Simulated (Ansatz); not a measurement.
## Te (P3_121): G0W0 under other settings

Aim: change settings of a G0W0 run on Te (P3_121) and see what moves.

Calculated with Ansatz 0.2.0; G0W0 on PBE, plane waves, PAW; PAW set soft_1.

### 1. The starting structure

It takes space group P3_121 (No. 152, trigonal). The conventional cell has a = 4.457 Å, b = 4.457 Å, c = 5.929 Å, α = 90.00°, β = 90.00°, γ = 120.00°. Nearest to Te lie 2 Te at 2.84 Å.

The cell and positions come from the Crystallography Open Database and are kept as given unless a step says otherwise. Spin-orbit coupling is left out unless a step names it.

### 2. The base run: 6×6×4 mesh, 231 empty bands, screening to 100 eV, PAW set soft_1 files

Now the one-shot GW correction: screening in the RPA, then the self-energy of the levels asked for. This step takes PAW set soft_1 files.

input.yaml

```yaml
crystal:
  lattice:
    - [4.4572, 0.0, 0.0]
    - [-2.2286, 3.8600484297, 0.0]
    - [0.0, 0.0, 5.929]
  atoms:
    - { symbol: Te, position: [0.2633, 0.0, 0.3333333333] }
    - { symbol: Te, position: [0.0, 0.2633, 0.6666666667] }
    - { symbol: Te, position: [0.7367, 0.7367, 0.0] }
kpoints:
  mp_grid: { grid: [6, 6, 4] }
hamiltonian:
  xc: pbe
  pseudopotentials: { kind: paw, azcp: { folder: soft_1 } }
scf:
  occupations: { method: fixed }
gw:
  n_empty_bands: 231
  ecut_chi: 100
  qp_bands: [v2, c2]
  qp_kpoints: band_edges
  screening: { model: contour_deformation }
```

The run is started by

```bash
ansatz run input.yaml --threads 2 --pin off --max-ram 92160MiB --backend cuda --events-out ev --progress --plain --runs-dir out --devices 1 --max-vram 13GiB
```

Numbers of over 12 decimals in the logs are rounded to 6 here.

Output:

```text
GPUs: using 1 of 1 available (devices: 1).
Engine: ansatz 0.2.0, x86_64-unknown-linux-gnu
Pseudopotentials: kind: paw
Pseudopotential: Te, paw, valence charge 16, recommended cutoff 420 eV (normal), soft_1/Te.paw.azcp
Functional definition: PBE
  parameter kappa = 0.804
  parameter beta = 0.066725
  exchange = pbe_x(kappa = kappa, mu = beta*pi^2/3)
  correlation = pbe_c(beta = beta)
device memory: the entry about to start is reckoned to put 1.0 GiB on a device that reports 54.2 GiB free (of which the cap on the GPU budget leaves the run 13.0 GiB)
GPU FFT provider: cuFFT
GPU libraries: cuBLAS 13.8.2, cuFFT 12.4.0, cuSOLVER 12.3.4
Crystal: 3 atoms, lattice volume = 102.008 Å³
Basis set: ecut = 420 eV, 2017 PW (Γ)
Bands: 29, of which v1, the nominal top of the filled ones, is band 24 counted from 1 (23 counted from 0)
Symmetry: 6 space group operations
Space group: P3121 (ITA 152), of the structure as read, at distance tolerance 4.7e-5 Å
k-points: 24 of 144 (time reversal used)
Non-local potential: Te, projectors of the file, l = 0: 2, l = 1: 2, l = 2: 2, l = 3: 1
PAW form: soft (Blöchl's): semilocal exchange-correlation on the pseudo side does not see the compensation charge
PAW one-centre angular grid: Te, 590 points (default); XC on 64 Gauss nodes
Initial density: superposition of atomic densities (chi_scale 0.1, normalization cell)
Initial wavefunctions: pseudopotential atomic-orbital guess
GPU buffer pool allocated for 36000 grid points (all kernels)
GPU transforms: local potential and band sums: pruned to the plane-wave sphere, on 30×30×40
Functional: x = pbe(κ = 0.804, μ = 0.219515), c = pbe(β = 0.066725)
SCF iter   1: F=—  HF=-20940.145285 eV  |F-HF|=—  |Δ(HF+E_count)|=         —  Δρ=1.60e-2  dr2=1.90e-1  ethr=3.10e-3  ⟨swp⟩=4.8  Hψ=2682  notcnv=0  defer=66
preconditioner: auto → Resta (q_TF=auto, 2.406 Å⁻¹)  ε∞=4.2  [insulator: Δε(μ)=0.240 eV  Ē_g=8.694 eV  n_scr=22 (ndim 8)  ℏωp=15.6 eV  f_vac=0.011  ε∞_Penn≈4.2]
SCF iter   2: F=—  HF=-20940.130705 eV  |F-HF|=—  |Δ(HF+E_count)|=   1.46e-2  Δρ=9.34e-3  dr2=6.41e-2  ethr=3.97e-4  ⟨swp⟩=2.0  Hψ=938  notcnv=0  defer=70
SCF iter   3: F=—  HF=-20940.128581 eV  |F-HF|=—  |Δ(HF+E_count)|=   2.12e-3  Δρ=8.66e-4  dr2=6.73e-4  ethr=1.33e-4  ⟨swp⟩=3.0  Hψ=1006  notcnv=0  defer=70
SCF iter   4: F=—  HF=-20940.128953 eV  |F-HF|=—  |Δ(HF+E_count)|=   3.72e-4  Δρ=3.13e-4  dr2=9.13e-5  ethr=1.40e-6  ⟨swp⟩=2.0  Hψ=1298  notcnv=0  defer=70
SCF iter   5: F=—  HF=-20940.129041 eV  |F-HF|=—  |Δ(HF+E_count)|=   8.81e-5  Δρ=1.03e-4  dr2=1.55e-5  ethr=1.90e-7  ⟨swp⟩=3.0  Hψ=1272  notcnv=0  defer=70
SCF iter   6: F=—  HF=-20940.129060 eV  |F-HF|=—  |Δ(HF+E_count)|=   1.89e-5  Δρ=2.79e-5  dr2=9.93e-7  ethr=3.24e-8  ⟨swp⟩=2.0  Hψ=888  notcnv=0  defer=70
[...]
E_band       = -799.959201
  E_kinetic    = 515.319187
  E_local      = -4948.566810  (includes V_loc(G=0)·N_el)
  E_nonlocal   = 194.339232
  E_hartree    = 2461.288714
  E_xc         = -367.796958
  E_vxc        = -305.961527  (∫ρ·V_xc dr)
  E_paw        = -14007.812864  (= ΣΔE_a)
  E_vpaw       = -1177.663339  (= ΣTr[D̂ρ^β])
  E_aug_tail   = 0.000270  (compensation charges beyond the density's cutoff)
  E_ewald      = -4786.899832
  E_smearing   = -0.000000  (= −TS)
  E_closure    = 0.000000  (closes the sum)
  Σ components = -20940.129062   (vs F -20940.129062, Δ=0.00e0)
--- Band table (eV; the first three rows and the last of 24) ---
  k-point 0: bands = [... 20 lower, 5.9211, 7.0688, 7.0688, 7.9717, 9.7612, 9.7612, 10.3873, 13.6996, ... 1 higher]
  k-point 1: bands = [... 20 lower, 6.2088, 7.2364, 7.2505, 7.9091, 9.4597, 9.4819, 9.8883, 13.1591, ... 1 higher]
  k-point 2: bands = [... 20 lower, 6.0575, 7.3822, 7.6657, 7.6657, 9.2640, 9.3229, 9.3229, 12.7729, ... 1 higher]
  k-point 23: bands = [... 20 lower, 3.7409, 7.6745, 8.7085, 8.7085, 8.8916, 10.1695, 10.1695, 14.6185, ... 1 higher]
--- G₀W₀: contour deformation, 8 samples at zero and on the imaginary axis and 1 off it, 144 q-points, 231 empty bands' worth ---
  eigenvalues of the whole cell's RPA ε∞ on this k-mesh (on a slab, of 1 + 4πα/V) = 48.4964, 333.7284, 333.7284; static W/v taken at q = 0 is 0.003526
  gw.qp_kpoints: band_edges: 12 of 24 stored k-points solved, in 1 pass; an edge of the gap read off the rows below is read off those points alone
    valence top: of the k-points left out ik 8 came nearest to being solved in a further pass, in band 24 (counted from 1, as in the quasiparticle table): it holds the edge there only if its correction is more favourable than any solved in that band by at least 0.548 eV; those differ by 0.060 eV
    conduction bottom: of the k-points left out ik 1 came nearest to being solved in a further pass, in band 25 (counted from 1, as in the quasiparticle table): it holds the edge there only if its correction is more favourable than any solved in that band by at least 0.521 eV; those differ by 0.055 eV
    ik  band        ε_KS         Σx   Σc(E_QP)       V_xc       Z   E_QP_lin       E_QP  E_QP is
     0    23      7.0688   -15.1519     1.7372   -13.1495  0.6789     6.7890     6.8037  root
     0    24      7.9717   -15.2277     1.4057   -13.5478  0.7008     7.6816     7.6975  root
     0    25      9.7612   -10.8339    -3.3991   -14.2632  0.7048     9.7915     9.7914  root
     0    26      9.7612   -10.8339    -3.3991   -14.2632  0.7048     9.7915     9.7914  root
     2    23      7.6657   -15.2163     1.3690   -13.5766  0.6984     7.3795     7.3950  root
     2    24      7.6657   -15.2163     1.3690   -13.5766  0.6984     7.3795     7.3950  root
     2    25      9.2640   -10.4052    -3.0625   -13.4430  0.7156     9.2394     9.2393  root
     2    26      9.3229    -9.8483    -3.3063   -13.1509  0.7250     9.3192     9.3192  root
[...]
23    23      8.7085   -15.3209     0.5628   -14.5395  0.7175     8.4823     8.4898  root
    23    24      8.7085   -15.3209     0.5628   -14.5395  0.7175     8.4823     8.4898  root
    23    25      8.8916   -10.9434    -2.9391   -13.9051  0.7229     8.9143     8.9142  root
    23    26     10.1695   -10.4425    -3.4145   -13.8823  0.7060    10.1948    10.1947  root
[key lines of the parts left out:]
SCF converged after 7 iterations
Free energy (F): -20940.129062 eV
Fermi energy:    8.708514 eV
```

It took 22 s on 1 × NVIDIA H100 80GB HBM3 (shared by 6 runs) with 2 threads of AMD EPYC 7R13 (Zen 3), shared host; peak memory 1.5 GiB; 32 s of CPU time.

In the SCF lines HF is the Harris–Foulkes energy and dr2 the Hartree energy of the density residual, in eV; the loop may stop once dr2 is under the threshold and the program's other checks hold. Hψ counts applications of the Hamiltonian.

This step gave:

```yaml
bands_summed: 255
rpa_eps_infinity_on_this_mesh_eigenvalues: 48.50, 333.7, 333.7
plane_waves_in_the_screening_matrix: 237
q_points_in_the_mesh: 144
g0w0_gap_on_the_mesh: 0.4244 eV
k_of_the_valence_top: 0.3333, 0.3333, -0.5
k_of_the_conduction_bottom: 0.3333, 0.3333, -0.5
starting_gap_on_the_mesh: 0.1831 eV
z_at_the_valence_top: 0.7175
z_at_the_conduction_bottom: 0.7229
least_direct_g0w0_gap_on_the_computed_points: 0.4244 eV
```

The gap on the mesh goes from 0.18 eV to 0.42 eV, a correction of +0.24 eV. Between the two edge states, bare exchange in place of the xc potential would open the gap by 3.74 eV, and correlation takes back 3.50 eV.

### 3. Variant: low screening cutoff

input.yaml: that of step 2 with these lines changed.

```diff
@@ -17,4 +17,4 @@
 gw:
-  n_empty_bands: 231
-  ecut_chi: 100
+  n_empty_bands: 304
+  ecut_chi: 55
   qp_bands: [v2, c2]
```

Output:

```text
GPUs: using 1 of 1 available (devices: 1).
Engine: ansatz 0.2.0, x86_64-unknown-linux-gnu
Pseudopotentials: kind: paw
Pseudopotential: Te, paw, valence charge 16, recommended cutoff 420 eV (normal), soft_1/Te.paw.azcp
Functional definition: PBE
  parameter kappa = 0.804
  parameter beta = 0.066725
  exchange = pbe_x(kappa = kappa, mu = beta*pi^2/3)
  correlation = pbe_c(beta = beta)
device memory: the entry about to start is reckoned to put 1.0 GiB on a device that reports 36.5 GiB free (of which the cap on the GPU budget leaves the run 13.0 GiB)
GPU FFT provider: cuFFT
GPU libraries: cuBLAS 13.8.2, cuFFT 12.4.0, cuSOLVER 12.3.4
Crystal: 3 atoms, lattice volume = 102.008 Å³
Basis set: ecut = 420 eV, 2017 PW (Γ)
Bands: 29, of which v1, the nominal top of the filled ones, is band 24 counted from 1 (23 counted from 0)
Symmetry: 6 space group operations
Space group: P3121 (ITA 152), of the structure as read, at distance tolerance 4.7e-5 Å
k-points: 24 of 144 (time reversal used)
Non-local potential: Te, projectors of the file, l = 0: 2, l = 1: 2, l = 2: 2, l = 3: 1
PAW form: soft (Blöchl's): semilocal exchange-correlation on the pseudo side does not see the compensation charge
PAW one-centre angular grid: Te, 590 points (default); XC on 64 Gauss nodes
Initial density: superposition of atomic densities (chi_scale 0.1, normalization cell)
Initial wavefunctions: pseudopotential atomic-orbital guess
GPU buffer pool allocated for 36000 grid points (all kernels)
GPU transforms: local potential and band sums: pruned to the plane-wave sphere, on 30×30×40
Functional: x = pbe(κ = 0.804, μ = 0.219515), c = pbe(β = 0.066725)
[...]
NSCF: frozen V_eff on 24 k-points, pencils in batches of 32, up to order 116
[...]
device memory: the entry about to start is reckoned to put 3.7 GiB on a device that reports 36.0 GiB free (of which the cap on the GPU budget leaves the run 13.0 GiB)
NSCF: frozen V_eff on 24 k-points
G₀W₀ screening: q 1/24
[... further progress lines ...]
WARN: the run was ended behind the SCF: a stop after 10 completed screening wavevectors. The result of record stands; what else was asked for is given out only as far as it was finished by then, or is formed of that. The run will not end as completed
SCF converged after 7 iterations
Free energy (F): -20940.129062 eV
Harris-Foulkes:  -20940.129062 eV  (|F-HF|=6.63e-8)
Internal energy: -20940.129062 eV  (E = F + TS)
E sigma→0 (E₀):  -20940.129062 eV
Fermi energy:    8.708514 eV
--- Per-component energies (eV) ---
  E_band       = -799.959201
  E_kinetic    = 515.319187
  E_local      = -4948.566810  (includes V_loc(G=0)·N_el)
  E_nonlocal   = 194.339232
  E_hartree    = 2461.288714
  E_xc         = -367.796958
  E_vxc        = -305.961527  (∫ρ·V_xc dr)
  E_paw        = -14007.812864  (= ΣΔE_a)
  E_vpaw       = -1177.663339  (= ΣTr[D̂ρ^β])
  E_aug_tail   = 0.000270  (compensation charges beyond the density's cutoff)
  E_ewald      = -4786.899832
  E_smearing   = -0.000000  (= −TS)
  E_closure    = 0.000000  (closes the sum)
  Σ components = -20940.129062   (vs F -20940.129062, Δ=0.00e0)
--- Band table (eV; the first three rows and the last of 24) ---
  k-point 0: bands = [... 20 lower, 5.9211, 7.0688, 7.0688, 7.9717, 9.7612, 9.7612, 10.3873, 13.6996, ... 1 higher]
  k-point 1: bands = [... 20 lower, 6.2088, 7.2364, 7.2505, 7.9091, 9.4597, 9.4819, 9.8883, 13.1591, ... 1 higher]
  k-point 2: bands = [... 20 lower, 6.0575, 7.3822, 7.6657, 7.6657, 9.2640, 9.3229, 9.3229, 12.7729, ... 1 higher]
  k-point 23: bands = [... 20 lower, 3.7409, 7.6745, 8.7085, 8.7085, 8.8916, 10.1695, 10.1695, 14.6185, ... 1 higher]
```

The job ended after 57 s (1 × NVIDIA H100 80GB HBM3 (shared by 6 runs) with 2 threads; peak memory 1.4 GiB).

Against the base:

```csv
setting,base,variant
empty bands,231,304
screening cutoff (eV),100,55
```

The run was cut off at the time limit after its SCF cycle had converged; no result of it is taken.

### 4. Outcome

```
base                 : 0.42 eV, 22 s
low screening cutoff : timeout, 57 s
```

What this shows: Low screening cutoff: the run ended as timeout. All runs here use a coarse mesh and modest cutoffs; they test settings and are not final values. The 6×6×4 mesh is coarse for this cell (its supercell is 24 Å along the shortest edge). The RPA ε∞ on it, from the PBE start, is 48.50 and 333.73; such meshes misread the long-range screening, most where the gap is narrow. With atoms this heavy and so narrow a gap, spin-orbit coupling can invert the bands. These scalar-relativistic gaps are then model values, not to be set against experiment, and a spin-orbit change taken from DFT can't simply be added. On this mesh the RPA ε∞ passes 90, more than nearly any semiconductor shows; a coarse mesh does this where one point with a narrow direct gap carries much weight. The screening is then too strong, and the G0W0 gap should not be taken as the material's.

[Paths, hosts, dates, memory and timing lines, banners, echoed tables and standing remarks are left out of the program output.]

[Logs are printed without paths, hosts, clocks, repeated set-up lines and the standing remarks that a program may print on its own settings, such as how far it seeks lower states.]

[Runs of the session that timed out or met a known fault of the program may be left out.]

[Cells called generated may have been cut or substituted from an entry of the Crystallography Open Database or the Materials Project.]

[Hosts, paths, dates, database ids (printed as entryN), source tags and the programs' standing remarks are cut or masked in the printed files.]
